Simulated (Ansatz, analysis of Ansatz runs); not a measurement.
## A hop of O in LaInO3 (Pnma), charge −2

Aim: the barrier of one jump in LaInO3 (Pnma) at charge −2: O_i by the interstitialcy path. The model is a cell of 40 host atoms with 1 O put in; O is the atom that moves.

Method: plane-wave PAW DFT, PBEsol; nudged elastic band between two relaxed defect structures at fixed charge in a uniform background, in Ansatz 0.2.0.

Most raw output is cut from this account.

### 1. The starting structure

The cell holds 41 atoms: 8 La, 8 In and 25 O. Its edges and angles: a = 10.000 Å, b = 8.235 Å, c = 10.140 Å, α = 65.0°, β = 48.3°, γ = 66.8°. It derives from LaInO3 (space group Pnma). Nearest the centre at fractional (0.275, 0.966, 0.415): O19 at 0.96 Å, O41 at 0.98 Å, La3 at 1.95 Å, In13 at 2.20 Å, O39 at 2.35 Å, La7 at 2.47 Å, O24 at 2.72 Å, O29 at 2.82 Å. The cell carries charge −2.

The cell's shortest repeat is 8.2 Å.

### 2. Relaxation of the start point, charge −2

A barrier is counted from a minimum, so both ends are relaxed first. Small random displacements break the symmetry of the ideal sites, so that the defect can distort if it gains by it. The charge of −2 is set by the electron count, and a uniform background keeps the cell neutral. A width of 0.01 eV lets levels that lie close at the Fermi energy share an electron.

A first try with fixed occupations did not converge, so this run has a small smearing.

File qm2.start_smeared/input.yaml:

```yaml
crystal:
  lattice:
    - [0.0, 8.21613204, 5.70050548]
    - [5.94293833, 0.0, 5.70050548]
    - [5.94293833, 8.21613204, 0.0]
  atoms:
    - { symbol: La, position: [0.16207004, 0.85537686, 0.08792996] }
    - { symbol: La, position: [0.66207004, 0.35537686, 0.58792996] }
    - { symbol: La, position: [0.35537686, 0.16207004, 0.39462314] }
    - { symbol: La, position: [0.85537686, 0.66207004, 0.89462314] }
    - { symbol: La, position: [0.14462314, 0.33792996, 0.10537686] }
    - { symbol: La, position: [0.64462314, 0.83792996, 0.60537686] }
    - { symbol: La, position: [0.33792996, 0.64462314, 0.41207004] }
    - { symbol: La, position: [0.83792996, 0.14462314, 0.91207004] }
[... 29 atom lines left out ...]
    - { symbol: O, position: [0.97746931, 0.71756406, 0.58472863] }
    - { symbol: O, position: [0.21756406, 0.97746931, 0.22023799] }
    - { symbol: O, position: [0.71756406, 0.47746931, 0.72023799] }
    - { symbol: O, position: [0.345528, 0.022582, 0.284315] }
total_charge: -2
basis:
  ecutwfc: 420
  xc_grid: 2
hamiltonian:
  xc: pbesol
kpoints:
  mp_grid: { grid: [1, 1, 1] }
scf:
  occupations: { method: fermi_dirac, width: 0.01 }
  max_iter: 80
output:
  forces: true
relax:
  f_tol: 0.015
  max_steps: 70
  random_displacement: { amplitude: 0.03, seed: 1723 }
```

Run with:

```sh
$ ansatz run input.yaml --threads 4 --pin off --max-ram 7536MiB --backend cpu --events-out ev --progress --plain --runs-dir out
```

Elapsed: 36 s, on 4 threads of Arm Neoverse V2, shared host; peak memory 0.81 GiB.

Step by step:

```
step  energy less that of the first step (eV)  largest force component (eV/Å)
   1                                   0.0000                          4.8315
   2                                  -2.3942                          3.2785
   3                                  -4.2934                          1.3686
   4                                  -5.1128                          1.0615
   5                                  -5.4818                          0.3635
   6                                  -5.5855                          0.1662
   7                                  -5.6586                          0.1459
   8                                  -5.7533                          0.1713
   9                                  -5.7319                          0.4214
  10                                  -5.7815                          0.0709
  11                                  -5.7906                          0.0181
  12                                  -5.7914                          0.0159
  13                                  -5.7916                          0.0038
```

Relaxation step 9 was tried and not accepted.

The atoms that moved most (Å, from the sites as typed, ahead of the random displacement, the mean shift of all atoms taken out):

```
atom      dx      dy      dz  length
 O19   1.033   0.064  -0.312   1.081
 O41  -0.187   0.364  -0.621   0.744
 O39   0.067  -0.496   0.095   0.509
 O24  -0.364   0.087  -0.010   0.374
 O34   0.081   0.264  -0.041   0.279
 O32   0.074  -0.202  -0.070   0.227
In16   0.134   0.111  -0.129   0.217
 O25  -0.085  -0.192  -0.013   0.210
```

Neighbours of O41 at the end:

```
atom  distance (Å)
 La3         2.239
 La7         2.244
In13         2.269
In16         2.355
 O19         2.462
 O39         2.484
 O24         2.492
 O37         2.745
```

This step gave:

- free energy: -107528.9247 eV
- largest move from the ideal geometry of this structure, a common shift of the far atoms taken out: 1.101 Å

The relaxation gained 5.792 eV and ended with a largest force component of 0.0038 eV/Å.

### 3. Relaxation of the end point, charge −2

The end point is relaxed in the same cell and settings, so that the two energies compare.

File qm2.end/input.yaml:

```yaml
crystal:
  lattice:
    - [0.0, 8.21613204, 5.70050548]
    - [5.94293833, 0.0, 5.70050548]
    - [5.94293833, 8.21613204, 0.0]
  atoms:
    - { symbol: La, position: [0.16207004, 0.85537686, 0.08792996] }
    - { symbol: La, position: [0.66207004, 0.35537686, 0.58792996] }
    - { symbol: La, position: [0.35537686, 0.16207004, 0.39462314] }
[... 3 atom lines left out ...]
    - { symbol: La, position: [0.33792996, 0.64462314, 0.41207004] }
[... 3 atom lines left out ...]
    - { symbol: In, position: [0.25, 0.75, 0.75] }
[... 1 atom line left out ...]
    - { symbol: In, position: [0.0, 0.0, 0.5] }
[... 2 atom lines left out ...]
    - { symbol: In, position: [0.5, 0.0, 0.0] }
[... 2 atom lines left out ...]
    - { symbol: O, position: [0.0976, 1.0343, 0.7726] }
[... 4 atom lines left out ...]
    - { symbol: O, position: [0.59022654, 0.79222184, 0.15977346] }
[... 1 atom line left out ...]
    - { symbol: O, position: [0.52976201, 0.66527137, 0.53243594] }
[... 2 atom lines left out ...]
    - { symbol: O, position: [0.02253069, 0.28243594, 0.41527137] }
[... 7 atom lines left out ...]
    - { symbol: O, position: [0.47746931, 0.21756406, 0.08472863] }
[... 1 atom line left out ...]
    - { symbol: O, position: [0.21756406, 0.97746931, 0.22023799] }
[... 1 atom line left out ...]
    - { symbol: O, position: [0.205293, -0.090603, 0.544707] }
total_charge: -2
basis:
  ecutwfc: 420
  xc_grid: 2
hamiltonian:
  xc: pbesol
kpoints:
  mp_grid: { grid: [1, 1, 1] }
scf:
  occupations: { method: fermi_dirac, width: 0.01 }
  max_iter: 80
output:
  forces: true
relax:
  f_tol: 0.015
  max_steps: 70
  random_displacement: { amplitude: 0.03, seed: 1723 }
```

Wall time 29 s (4 threads); peak memory 0.82 GiB; 1.7 min of CPU time.

Step by step:

```
step  energy less that of the first step (eV)  largest force component (eV/Å)
   1                                   0.0000                          5.1654
   2                                  -2.4671                          3.3716
   3                                  -4.3450                          1.3625
   4                                  -5.1344                          0.9237
   5                                  -5.5071                          0.3406
   6                                  -5.6152                          0.1442
   7                                  -5.6868                          0.1969
   8                                  -5.7477                          0.3266
   9                                  -5.8010                          0.0638
  10                                  -5.8040                          0.0143
  11                                  -5.8040                          0.0144
```

The atoms that moved most (Å, from the sites as typed, ahead of the random displacement, the mean shift of all atoms taken out):

```
atom      dx      dy      dz  length
 O23   1.028  -0.063   0.314   1.077
 O19  -0.190  -0.357   0.618   0.739
 O35   0.068   0.502  -0.095   0.516
 O41  -0.378  -0.090   0.035   0.391
 O38   0.079  -0.260   0.044   0.275
 O27   0.076   0.197   0.074   0.224
In11   0.138  -0.115   0.132   0.223
 O30  -0.090   0.196   0.018   0.216
```

Neighbours of O41 at the end:

```
atom  distance (Å)
In13         2.156
In11         2.248
 La7         2.254
 La3         2.439
 O19         2.491
 O39         2.860
 O26         2.918
 O38         2.968
 O27         3.015
```

This step gave:

```
free energy                                                                                       : -107528.9244 eV
largest move from the ideal geometry of this structure, a common shift of the far atoms taken out : 1.103 Å
```

The relaxation gained 5.804 eV and ended with a largest force component of 0.014 eV/Å. The end lies within 1 meV of the start.

### 4. Nudged elastic band, charge −2

5 movable images are laid between the ends on a pair-potential path, which keeps atoms from colliding in the first guess. Each image feels the true force across the path and a spring force along it. The highest image is set to climb to the top of the path.

This step: plane-wave PAW DFT, PBEsol; nudged elastic band between two relaxed defect structures at fixed charge in a uniform background.

File qm2.neb/input.yaml:

```yaml
crystal:
  lattice:
    - [0.0, 8.21613204, 5.70050548]
    - [5.94293833, 0.0, 5.70050548]
    - [5.94293833, 8.21613204, 0.0]
  atoms:
    - { symbol: La, position: [0.15542753, 0.85745936, 0.08151754] }
    - { symbol: La, position: [0.66729721, 0.34127412, 0.59240046] }
    - { symbol: La, position: [0.347113, 0.15518184, 0.39870819] }
    - { symbol: La, position: [0.86436399, 0.66437065, 0.87622717] }
    - { symbol: La, position: [0.1443922, 0.34528404, 0.09700831] }
    - { symbol: La, position: [0.64663487, 0.84281986, 0.605729] }
    - { symbol: La, position: [0.35035081, 0.62864264, 0.4072928] }
    - { symbol: La, position: [0.85782983, 0.13171356, 0.89313323] }
    - { symbol: In, position: [0.25493063, 0.25155181, 0.74551428] }
    - { symbol: In, position: [0.74239685, 0.74443242, 0.25694787] }
    - { symbol: In, position: [0.24758958, 0.75498959, 0.75006382] }
    - { symbol: In, position: [0.75411322, 0.24540335, 0.24375368] }
    - { symbol: In, position: [0.02441463, 0.00227776, 0.48537384] }
    - { symbol: In, position: [0.50726997, 0.50034661, -0.00467965] }
    - { symbol: In, position: [0.00520948, 0.50626688, 0.49155775] }
    - { symbol: In, position: [0.48346378, -0.00708679, 0.03003088] }
    - { symbol: O, position: [0.40718462, 0.21981305, 0.83607639] }
    - { symbol: O, position: [0.90559093, 0.71197708, 0.34497588] }
    - { symbol: O, position: [0.09667276, 0.96509487, 0.66109215] }
    - { symbol: O, position: [0.71887491, 0.40856714, 0.03053816] }
    - { symbol: O, position: [0.29820221, 0.59059373, 0.95348599] }
    - { symbol: O, position: [0.79671077, 0.08688196, 0.45646821] }
    - { symbol: O, position: [0.0938885, 0.31610647, 0.65336229] }
    - { symbol: O, position: [0.62453288, 0.75519435, 0.13598308] }
    - { symbol: O, position: [0.02338456, 0.16831502, 0.0154183] }
    - { symbol: O, position: [0.52295454, 0.66330268, 0.53595241] }
    - { symbol: O, position: [0.1704603, 0.53618744, 0.76419582] }
    - { symbol: O, position: [0.66115113, 0.02487787, 0.27740741] }
    - { symbol: O, position: [0.02891526, 0.28786445, 0.40946667] }
    - { symbol: O, position: [0.51681112, 0.78644995, 0.9192678] }
    - { symbol: O, position: [0.28899363, 0.52073541, 0.27404041] }
    - { symbol: O, position: [0.75697468, 0.0346666, 0.78053845] }
    - { symbol: O, position: [0.48215935, 0.32477785, 0.46725127] }
    - { symbol: O, position: [0.97521276, 0.82163625, 0.99460201] }
    - { symbol: O, position: [0.33982061, 0.97195443, 0.72465397] }
    - { symbol: O, position: [0.83248791, 0.4583745, 0.24150846] }
    - { symbol: O, position: [0.48513228, 0.22478664, 0.07477467] }
    - { symbol: O, position: [0.99622929, 0.72673982, 0.56446462] }
    - { symbol: O, position: [0.18936367, 1.0212779, 0.18801835] }
    - { symbol: O, position: [0.72287482, 0.49069639, 0.71117981] }
    - { symbol: O, position: [0.32817991, -0.07003735, 0.34591054] }
total_charge: -2
basis:
  ecutwfc: 420
  xc_grid: 2
hamiltonian:
  xc: pbesol
kpoints:
  mp_grid: { grid: [1, 1, 1] }
scf:
  occupations: { method: fermi_dirac, width: 0.01 }
  max_iter: 80
output:
  forces: true
neb:
  images: 5
  f_tol: 0.03
  climbing: true
  initial_path: idpp
  max_iterations: 45
  order_check: false
  final_atoms:
    - { symbol: La, position: [0.16840999, 0.8539992, 0.08823079] }
    - { symbol: La, position: [0.66036543, 0.36276993, 0.58554623] }
    - { symbol: La, position: [0.36923027, 0.1652302, 0.37089881] }
[... 3 atom lines left out ...]
    - { symbol: La, position: [0.34949006, 0.63310246, 0.40827111] }
[... 3 atom lines left out ...]
    - { symbol: In, position: [0.24896406, 0.78788805, 0.73533745] }
[... 1 atom line left out ...]
    - { symbol: In, position: [0.01197843, 0.01409786, 0.48691639] }
[... 2 atom lines left out ...]
    - { symbol: In, position: [0.51216372, 0.00058298, -0.0118255] }
[... 2 atom lines left out ...]
    - { symbol: O, position: [0.15203354, 1.10197276, 0.67292483] }
[... 4 atom lines left out ...]
    - { symbol: O, position: [0.59749988, 0.7868576, 0.15116906] }
[... 4 atom lines left out ...]
    - { symbol: O, position: [0.03397943, 0.2929444, 0.40560405] }
[... 7 atom lines left out ...]
    - { symbol: O, position: [0.48125077, 0.22432215, 0.06728201] }
    - { symbol: O, position: [0.96480338, 0.75160168, 0.56399227] }
    - { symbol: O, position: [0.22298523, 0.99897127, 0.20055877] }
[... 1 atom line left out ...]
    - { symbol: O, position: [0.24065938, -0.10615977, 0.49657661] }
```

Run time: 5.8 min. Hardware: 4 threads; peak memory 2.4 GiB; 15 min of CPU time.

The path, image by image:

```
image  path (Å)  energy (eV)      O19: x, y, z (Å)
    0     0.000       0.0000   9.664, 6.226, 6.053
    1     0.628       0.0196   9.853, 6.218, 6.104
    2     1.254       0.0887  10.057, 6.189, 6.360
    3     1.883       0.1898  10.256, 6.367, 6.659
    4     2.268       0.1488  10.374, 6.513, 6.842
    5     2.650       0.0547  10.484, 6.652, 7.021
    6     3.032       0.0004  10.548, 6.778, 7.148
```

Read from the output:

```yaml
free_energy: -107528.7349 eV
barrier_forward: 0.1898 eV
barrier_backward: 0.1894 eV
end_less_start: 3.54e-4 eV
hop_length: 1.109 Å
```

Track of the atom that was set to move:

```
image  x (Å)  y (Å)  z (Å)  nearest neighbour  distance (Å)
    0  1.639  5.538  1.472                 La         2.239
    1   1.75  5.829  1.337                 La         2.168
    2  1.845  6.083  1.176                 La         2.156
    3  1.976  6.032  0.967                 La         2.181
    4  2.089  6.028  0.873                 In         2.177
    5  2.207  6.043  0.803                 In         2.166
    6   2.32  6.057  0.767                 In         2.156
```

The band met its tolerance of 0.03 eV/Å after 23 iterations, with image 3 on top (the start counts as 0). O19, which moves farthest between the ends, has 2 In at 2.13 to 2.21 Å and 1 La at 2.41 Å nearest at the start and 2 La at 2.17 to 2.27 Å, 1 In at 2.22 Å and 1 O at 2.36 Å at the top.

### 5. Summary of results

```
barrier forward                         : 0.19 eV
barrier backward                        : 0.19 eV
end less start                          : 0.00 eV
hop length                              : 1.11 Å
band iterations, as the log counts them : 23
```

The top of the band lies 0.19 eV above the start and 0.19 eV above the end. With an assumed prefactor of 1e13 per second it gives one hop a second along this one path at about 70 K; whether such hops link up through the crystal wasn't checked. The move is shared: O19 goes 1.51 Å and O41, whose hop length is listed, 1.11 Å. The order of the top as a saddle was not checked for all atoms, so a bent path could be lower. No image-charge correction is applied; it largely cancels along a path if the charge stays localised alike. Keep in mind: sampling at the zone centre alone can move energies of charged and open-shell states by tenths of an eV or more in cells of this size; periodic copies of the defect are only 8.2 Å apart; spin–orbit coupling, which can matter with heavy atoms, is left out.

[Logs are printed without paths, hosts, clocks, repeated set-up lines and the standing remarks that a program may print on its own settings, such as how far it seeks lower states.]

[Hosts, paths, dates, database ids (printed as entryN), source tags and the programs' standing remarks are cut or masked in the printed files.]
